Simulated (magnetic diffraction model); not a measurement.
## Magnetic neutron pattern of Na2Ce

Space group Imma (no. 74), a = 5.5780 Å, b = 7.1370 Å, c = 9.5210 Å.

| site | atom | x | y | z |
| --- | --- | --- | --- | --- |
| 4e | Ce | 1/2 | 3/4 | 0.0004 |
| 8h | Na | 0 | 0.0132 | 0.8302 |

The compound is invented for this exercise: a known structure type with other elements, its cell scaled to their sizes and not relaxed.

Only Ce is taken to order (form factors of Ce3+); orders and moment sizes are assumed, and not adapted to the symmetry. Radiation: neutrons of λ = 4.2 Å, 5° to 90°; isotropic B of 0.12 Å² (Ce) and 0.23 Å² (Na). Simulated constant-wavelength pattern: nuclear and magnetic terms add, the magnetic one as |2.695 fm × Σ f S⊥ exp(2πi Q·r) exp(−B s²)|², summed over all Q at one angle with the factor 1/(sin²θ cos θ). For collinear order S is the moment m, which repeats by lattice and centring translations R with the sign exp(−2πi k·R). Free-ion form factors, Sears's scattering lengths of 1992, no absorption; a label names one of the reflections at its angle. The strongest nuclear line in the range is 100, and lines under 0.2 are left out.

Assume the order k = (1/2 1/2 0), collinear moments along [111], 0.75 μB on Ce; signs + at (1/2, 3/4, 0.0004), + at (1/2, 1/4, 0.9996).

Q: Where does magnetic intensity appear, and how strong is it?

| 2θ (°) | index | nuclear | magnetic |
| --- | --- | --- | --- |
| 27.64 | (1/2 1/2 0) | 0.0 | 94.9 |
| 37.95 | (1/2 -1/2 1) | 0.0 | 141.2 |
| 43.15 | (0 1 1) | 22.1 | 0.0 |
| 51.74 | (1 0 1) | 100.0 | 0.0 |
| 52.35 | (0 0 2) | 25.8 | 0.0 |
| 57.35 | (1/2 -3/2 0) | 0.0 | 38.7 |
| 60.22 | (1/2 1/2 2) | 0.0 | 39.7 |
| 63.75 | (1/2 3/2 1) | 0.0 | 39.2 |
| 71.40 | (3/2 -1/2 0) | 0.0 | 27.9 |
| 72.10 | (0 2 0) | 90.5 | 0.0 |
| 77.20 | (3/2 1/2 1) | 0.0 | 36.2 |
| 81.13 | (1 1 2) | 13.8 | 0.0 |
| 81.35 | (1/2 -3/2 2) | 0.0 | 34.8 |
| 89.42 | (1/2 -1/2 3) | 0.0 | 23.7 |

The strongest magnetic line in the range is (1/2 -1/2 1) at 37.95° (141.2). On top of the Lorentz factor, which all lines share, magnetic lines fade with angle because f falls: for Ce3+ it is 0.96, 0.86, 0.71 and 0.43 at sin θ/λ = 0.1, 0.2, 0.3 and 0.5 Å⁻¹, while nuclear lengths stay constant. The order has no net moment.
